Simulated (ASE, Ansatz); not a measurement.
# What went wrong? CuH12C6N2O8 (P-1) (116 atoms)

Program: Ansatz 0.2.0. The cell: 4 Cu, 48 H, 24 C, 8 N and 32 O.

Contents of input.yaml:

```yaml
crystal:
  lattice:
    - [9.6408, 0.0, 0.0]
    - [3.40124, 12.63978, 0.0]
    - [0.2181, 0.3484, 8.6995]
  atoms:
    - { symbol: Cu, position: [0.9992, 0.00116, 0.99595] }
    - { symbol: H, position: [0.28493, 0.43291, 0.24026] }
    - { symbol: H, position: [0.2349, 0.06099, 0.79009] }
    - { symbol: H, position: [0.30478, 0.11539, 0.45784] }
    - { symbol: H, position: [0.19573, 0.40109, 0.5267] }
    - { symbol: H, position: [0.40532, 0.21633, 0.43393] }
    - { symbol: H, position: [0.13886, 0.28192, 0.5742] }
    - { symbol: H, position: [0.47399, 0.09455, 0.52707] }
    - { symbol: H, position: [0.02438, 0.38769, 0.48733] }
    - { symbol: H, position: [0.31021, 0.35414, 0.06889] }
    - { symbol: H, position: [0.20555, 0.15219, 0.93907] }
    - { symbol: H, position: [0.20139, 0.30781, 0.17421] }
    - { symbol: H, position: [0.32742, 0.18483, 0.8261] }
    - { symbol: C, position: [0.44545, 0.09821, 0.27816] }
    - { symbol: C, position: [0.05989, 0.4019, 0.72595] }
    - { symbol: C, position: [0.39924, 0.13522, 0.43352] }
    - { symbol: C, position: [0.10639, 0.36997, 0.57237] }
    - { symbol: C, position: [0.051, 0.14869, 0.19532] }
    [... 92 atom lines left out ...]
    - { symbol: O, position: [0.56594, 0.74234, 0.23974] }
    - { symbol: O, position: [0.9445, 0.75527, 0.7549] }
    - { symbol: O, position: [0.58636, 0.60578, 0.07459] }
    - { symbol: O, position: [0.91767, 0.88172, 0.92805] }
    - { symbol: O, position: [0.71915, 0.87108, 0.11235] }
    - { symbol: O, position: [0.78905, 0.63519, 0.87944] }
kpoints:
  mp_grid: { grid: [2, 1, 2] }
hamiltonian:
  xc: pbesol
scf:
  occupations: { method: fermi_dirac, width: 0.025 }
  eigensolver: { kind: { support_functions: { accuracy: medium, radius: 2.0 } } }
  max_iter: 100
output:
  forces: true
```

Command:

```
$ ansatz run input.yaml --threads 4 --pin off --max-ram 15872MiB --backend cpu --events-out ev --progress --plain --runs-dir out
```

Output:

```text
Warning: scf.eigensolver.kind.support_functions: disabling space-group detection — the functions' gradient is summed over unrotated k-points, so no spatial operation reduces the k-mesh or symmetrises the density; time reversal is kept, so that k and −k are solved as one point where they differ and the mesh holds both, and exact exchange and, on two spinor components, a DFT+U term hold to it where the run has them: [...]
Warning: basis.ecutwfc = 464 eV, auto-derived: no grid that the accuracy of the support functions lays serves the files at the lower one that their records recommend; a deck with other species or settings can derive another value
settings of this run that can trade accuracy for cost: scf.eigensolver.kind.support_functions [...]
Engine: ansatz 0.2.0, x86_64-unknown-linux-gnu
Pseudopotentials: kind: paw
Pseudopotential: Cu, paw, valence charge 19, recommended cutoff 420 eV (normal), Cu.paw.azcp
Pseudopotential: H, paw, valence charge 1, recommended cutoff 420 eV (normal), H.paw.azcp
Pseudopotential: C, paw, valence charge 4, recommended cutoff 420 eV (normal), C.paw.azcp
Pseudopotential: N, paw, valence charge 5, recommended cutoff 420 eV (normal), N.paw.azcp
Pseudopotential: O, paw, valence charge 6, recommended cutoff 420 eV (normal), O.paw.azcp
[... 3 lines on functional and potentials left out ...]
Error: SCF: the radius of support functions is under 3.17 Å, the least for these sites at the functions' level (scf.eigensolver.kind.support_functions.accuracy). Use scf.eigensolver.kind: auto, or type scf.eigensolver.kind.support_functions.radius at least as long, [...]
```

The job ended after 7 s (4 threads of Intel Xeon Platinum 8375C at 2.90GHz (Ice Lake), shared host; peak memory 0.37 GiB; 19 s of CPU time).

What is at fault here, and what would mend it?

A radius far too short: support_functions.accuracy = "medium" and support_functions.radius = 2.0.

The fix is to leave the radius at the level's default.

The run ended with an error.

[Logs are printed without paths, hosts, clocks, repeated set-up lines and the standing remarks that a program may print on its own settings, such as how far it seeks lower states.]

[Hosts, paths, dates, database ids (printed as entryN), source tags and the programs' standing remarks are cut or masked in the printed files.]
